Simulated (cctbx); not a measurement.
## Which space group?

Cell: a = 3.6450 Å, b = 3.6450 Å, c = 15.3730 Å, α = 90.00°, β = 90.00°, γ = 120.00°. Expected content of the cell: Ga2 V2 S5.

The data are simulated with cctbx, not measured: Mo Kα, λ = 0.71073 Å, to d = 0.8 Å, 50 % of the full sphere, strongest reflection 20000 counts, noise from counting, a 6 % proportional error and a noise floor of 15 counts (s.d.); no absorption.

Tests on the unmerged data give:

```text
732 reflections to d = 0.804 A
centring   violations  <I/sigma> of those
    A        297 of   373     10.6
    B        302 of   371     10.8
    C        305 of   376     10.7
    I        294 of   367     10.7
    R        374 of   489     10.2
    F        452 of   560     10.7
Laue class    unique    Rint  (classes that these axes allow; Friedel mates merged)
P -1              561   0.035
P 1 1 2/m         357   0.261
P -3              241   0.046
P -3 1 m          156   0.303
P -3 m 1          175   0.049
P 6/m             134   0.307
P 6/m m m         111   0.309
space group    extra absences  I>4sigma  <I/sigma>
P 3 2 1                 0          0         -  acentric
P 3 m 1                 0          0         -  acentric
P -3 m 1                0          0         -  centric
Wilson B = 0.33 A^2   <|E^2-1|> = 0.846 (0.968 centric, 0.736 acentric)   E^2>4: 1.7 %
shell (A)         n   <I/sigma>
15.38 - 1.61     30     22.0
 1.61 - 1.28     25     19.8
 1.28 - 1.11     17     21.7
 1.11 - 1.01     27     18.6
 1.01 - 0.94     18     15.8
 0.94 - 0.88     17     19.2
 0.88 - 0.84     25     18.5
 0.84 - 0.80     16     19.1
```

Q: Read the symmetry from these tables.

Every centring test has many violations, so the lattice is primitive.

Rint stays low (0.035 to 0.049) up to P -3 m 1 and is 0.261 or more in the other classes.

3 settings pass the absence test. No glide or screw absences show, which leaves P 3 2 1, P 3 m 1 and P -3 m 1.

⟨|E²−1|⟩ = 0.846 lies between the two ideal values. The Wilson B of 0.33 Å² means U ≈ 0.0042 Å².

The true group is P-3m1 (no. 164), Laue class -3m, centrosymmetric. The tables only narrow the choice to the tied entries; cell content, site symmetry and trial solutions must settle it.

The model was made for the exercise: a known structure type with other elements put in, its volume estimated, not relaxed; displacement parameters are assumed.

[Logs are printed without paths, hosts, clocks, repeated set-up lines and the standing remarks that a program may print on its own settings, such as how far it seeks lower states.]
